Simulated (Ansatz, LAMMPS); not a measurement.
# Cd23Hg13Se20S16 with crystalline order left by the classical run (72 atoms): support functions against a reference, part 3 of 3

Wanted: errors and times of a linear-scaling basis for Cd23Hg13Se20S16 with crystalline order left by the classical run (72 atoms). A setting counts as converged where the r.m.s. difference of forces stays under 1 % of the r.m.s. force.

Ansatz 0.2.0; Kohn-Sham DFT, PBE, PAW (set soft_2), plane waves.

The cell: 23 Cd, 13 Hg, 20 Se and 16 S. The quench rate of 5 K/ps far exceeds what a furnace or splat quench reaches. The network of bonds at the start is that of the classical potential that made the cell. The Brillouin zone is sampled at Γ only, in a cell whose shortest periodic width is 12 Å. The levels lack spin–orbit coupling.

So far. Step 5 (Support functions low): Forces differ from the reference by 0.36 meV/Å r.m.s., 0.099 % of their size, well within a tolerance of 1 %; the energy by -1.5 meV/atom. It took roughly 1.9 times the reference's time (one timing each, with unlike analyses asked), in 12 cycles against 22. Step 6 (Support functions medium, radius 4.34 Å): Forces differ from the reference by 0.46 meV/Å r.m.s., 0.12 % of their size, well within a tolerance of 1 %; the energy by -1.5 meV/atom.

### Step 8. The reference in detail (continued)

ELF in the bc plane at fractional x = 0.029, with atoms of Cd and Hg and Se and S within 0.2 Å of it. It is the smooth field of the valence electrons, not physical close to the nuclei.

Ten even steps from '0' (0.01) to '9' (0.85), each cell a mean:
```
36887200000001378745886200000025897
35887300000001479734897200000025896
88875100000111247988885100001112589
76531000001234432467641000112233235
21100000011247863221100000113576421
11110000011247863111000000124697521
66642000001224432466520000012454324
99886200000111248999963000001221268
64687410000002599625985100000012699
64787410000001589636984100000012589
99985200000111247999862000012222258
56531000001134432355310000123455423
11100000001247864110000000124577542
11000000011246863221100000124577642
45432000001123322577631000123455422
88875200000111258998874100012232247
76898410000001489734886200000011589
64798421000001378745886200000002589
88886310000122246889874100011111268
66653100001344443355531000112343224
11110000002356764321000000113687421
11000000012356765321000000113677421
65431000011244543355531000012343225
88874100001122236898874100001112589
```
Columns run along b (12.5 Å), rows up along c (12.5 Å). Atoms in or near the plane, at fractional coordinates: Cd at (0.87, 0.77), Cd at (0.40, 0.45), Cd at (0.40, 0.78), Hg at (0.41, 0.11), Hg at (0.88, 0.45), Se at (0.03, 0.62), Se at (0.53, 0.95), Se at (0.53, 0.29), Se at (0.01, 0.95), S at (0.52, 0.62).

Mean Löwdin charges: Cd +1.21, Hg +0.98, S -0.95, Se -0.91 e (they miss 0.63 % of the electrons, so they add up to more than the cell's charge).

### Step 9. Distances and neighbours

Bonds and neighbours are counted at the geometry of the runs.

Density 6.20 g/cm³, 27.09 Å³ an atom.

Pair distribution functions g(r), in bins of 0.2 Å:

| r (Å) | total | Cd-Cd | Cd-Se | Cd-S | Cd-Hg | Se-Se | Se-S |
| --- | --- | --- | --- | --- | --- | --- | --- |
| 2.40 | 0.24 | 0.00 | 0.00 | 1.38 | 0.00 | 0.00 | 0.00 |
| 2.60 | 4.57 | 0.00 | 7.16 | 11.50 | 0.41 | 0.00 | 0.72 |
| 2.80 | 1.21 | 0.00 | 3.75 | 0.28 | 0.00 | 0.00 | 0.30 |
| 3.00 | 0.17 | 0.00 | 0.77 | 0.00 | 0.00 | 0.00 | 0.00 |
| 3.20 | 0.03 | 0.00 | 0.00 | 0.00 | 0.00 | 0.00 | 0.00 |
| 3.40 | 0.10 | 0.00 | 0.00 | 0.00 | 0.23 | 0.00 | 0.00 |
| 3.60 | 0.12 | 0.47 | 0.00 | 0.00 | 0.00 | 0.59 | 0.00 |
| 3.80 | 0.51 | 0.78 | 0.00 | 0.15 | 0.71 | 1.31 | 1.00 |
| 4.00 | 1.73 | 3.30 | 0.00 | 0.13 | 4.20 | 2.17 | 2.52 |
| 4.20 | 2.08 | 4.69 | 0.59 | 0.24 | 3.12 | 3.95 | 3.33 |
| 4.40 | 2.19 | 2.58 | 1.67 | 1.84 | 3.11 | 3.20 | 3.13 |
| 4.60 | 1.62 | 0.97 | 1.21 | 1.50 | 2.37 | 2.55 | 1.96 |
| 4.80 | 1.11 | 0.64 | 1.25 | 2.12 | 0.81 | 1.01 | 0.42 |
| 5.00 | 0.82 | 0.00 | 1.48 | 1.18 | 0.52 | 0.31 | 0.28 |
| 5.20 | 0.70 | 0.33 | 0.94 | 1.17 | 0.29 | 0.57 | 0.00 |
| 5.40 | 0.70 | 0.50 | 0.93 | 0.58 | 0.71 | 0.14 | 0.58 |
| 5.60 | 0.62 | 0.57 | 0.75 | 0.74 | 0.42 | 0.50 | 0.47 |
| 5.80 | 0.79 | 0.78 | 0.90 | 0.95 | 0.70 | 0.35 | 0.65 |
| 6.00 | 0.83 | 0.42 | 1.44 | 0.87 | 0.72 | 0.33 | 0.62 |

Bonds by pair of elements; cutoffs follow the first minimum of g(r), held within bounds set by covalent radii, and pairs that aren't listed don't count as bonded:

| pair A-B | cutoff (Å) | bonds | mean length (Å) | spread (Å) | shortest (Å) | B about A | A about B |
| --- | --- | --- | --- | --- | --- | --- | --- |
| Cd-Se | 3.38 | 50 | 2.69 | 0.111 | 2.54 | 2.17 | 2.5 |
| Cd-S | 3.08 | 41 | 2.56 | 0.049 | 2.48 | 1.78 | 2.56 |
| Se-Hg | 3.18 | 30 | 2.69 | 0.084 | 2.54 | 1.5 | 2.31 |
| S-Hg | 3.08 | 18 | 2.59 | 0.051 | 2.49 | 1.12 | 1.39 |

How many atoms have how many bonded neighbours:

| element | mean | 0 | 1 | 3 | 4 | 5 |
| --- | --- | --- | --- | --- | --- | --- |
| Cd | 3.96 | 0 | 0 | 2 | 20 | 1 |
| Hg | 3.69 | 0 | 1 | 1 | 11 | 0 |
| S | 3.69 | 1 | 0 | 1 | 14 | 0 |
| Se | 4 | 0 | 0 | 2 | 16 | 2 |

Rings of the network by King's shortest-path rule, up to 12 atoms, one path for each pair of neighbours; H, halogens, alkali and alkaline-earth atoms are left out:

| ring size (atoms) | rings | per network atom |
| --- | --- | --- |
| 4 | 3 | 0.042 |
| 6 | 124 | 1.72 |
| 8 | 8 | 0.111 |

Among the first-shell peaks of g(r) are those at about 4.1 Å (Cd-Cd), 2.7 Å (Cd-Se), 2.6 Å (Cd-S), 4.0 Å (Cd-Hg), 4.3 Å (Se-Se) and 4.1 Å (Se-S). With the cutoffs above, 87 % of Cd atoms have 4, 85 % of Hg atoms have 4, 88 % of S atoms have 4 and 80 % of Se atoms have 4 bonded neighbours. Rings of 6 atoms are the most common (92 % of those counted); sizes run from 4 to 8.

A closer look about Hg36, which bears the longest force: 13 atoms, nearest first, numbered in the order of the input, with positions taken from that point.

| atom | x | y | z | distance (Å) | bonds | Löwdin charge (e) | Fx | Fy | Fz (eV/Å) |
| --- | --- | --- | --- | --- | --- | --- | --- | --- | --- |
| Hg36 | 0.00 | 0.00 | 0.00 | 0.00 | 1 | 0.38 | -1.79 | -1.47 | 1.10 |
| Cd19 | 2.09 | 1.37 | -0.31 | 2.52 | 3 | 1.13 | 1.58 | 1.52 | -0.24 |
| S71 | -0.36 | -0.34 | -2.55 | 2.60 | 4 | -1.04 | 0.45 | -0.01 | -0.78 |
| Hg25 | -0.77 | -2.77 | 1.23 | 3.13 | 3 | 0.93 | 0.24 | 0.20 | -0.12 |
| Cd14 | -2.36 | 0.89 | 2.25 | 3.39 | 3 | 1.14 | -0.02 | 0.05 | 0.59 |
| Se48 | -2.40 | 2.40 | 0.21 | 3.40 | 4 | -0.98 | 0.15 | 0.43 | -0.60 |
| Hg28 | -2.56 | 0.90 | -2.09 | 3.43 | 4 | 1.06 | 0.07 | -0.22 | 0.46 |
| S72 | 1.89 | 2.78 | 1.76 | 3.79 | 3 | -0.93 | -0.15 | 0.11 | -0.33 |
| Cd13 | -0.83 | -2.78 | -2.82 | 4.04 | 4 | 1.26 | 0.02 | 0.06 | -0.31 |
| Se50 | 4.08 | -0.34 | -0.15 | 4.10 | 5 | -0.98 | 0.05 | -0.19 | -0.15 |
| S64 | -2.22 | -3.39 | -0.81 | 4.14 | 4 | -1.03 | -0.18 | 0.28 | 0.31 |
| Cd6 | -0.34 | 4.01 | 1.11 | 4.17 | 4 | 1.21 | 0.40 | -0.14 | -0.04 |
| Se53 | 1.83 | 2.69 | -2.66 | 4.20 | 4 | -0.95 | 0.05 | -0.25 | 0.33 |

### Step 10. Summary of results

```json
{"free energy per atom": "-6850.8774 eV/atom", "pressure": "2.418 GPa", "r.m.s. force component": "0.3683 eV/Å", "wall time of the 4 DFT runs": "10 min"}
```

In words: Against plane waves at 420 eV, the forces differ by 0.36 meV/Å (0.099 %) with support functions medium. At 72 atoms the fastest of the runs at a preset level, support functions low, takes roughly 1.9 times the time of plane waves (whose run also made extra analyses), in 12 SCF cycles against 22. Differences between support functions and plane waves include what basis error the plane-wave run still has.

2 levels are partly filled by over 2 % (at Γ alone), and the list of levels jumps by 0.57 eV between -0.57 and +0.00 eV: the Fermi level sits among few, sparse states, as at a band edge or among defect levels. With the cutoffs above, 87 % of Cd atoms have 4, 85 % of Hg atoms have 4, 88 % of S atoms have 4 and 80 % of Se atoms have 4 bonded neighbours.

What to keep in mind: The geometry was minimised with a classical potential and isn't relaxed at this level: its force components are 0.37 eV/Å r.m.s. The pressure of 2.4 GPa belongs to unrelaxed atoms and would change as they relax.

[Long decimals in the printed logs are rounded to 6 places.]

[Logs are printed without paths, hosts, clocks, repeated set-up lines and the standing remarks that a program may print on its own settings, such as how far it seeks lower states.]

[Hosts, paths, dates, database ids (printed as entryN), source tags and the programs' standing remarks are cut or masked in the printed files.]
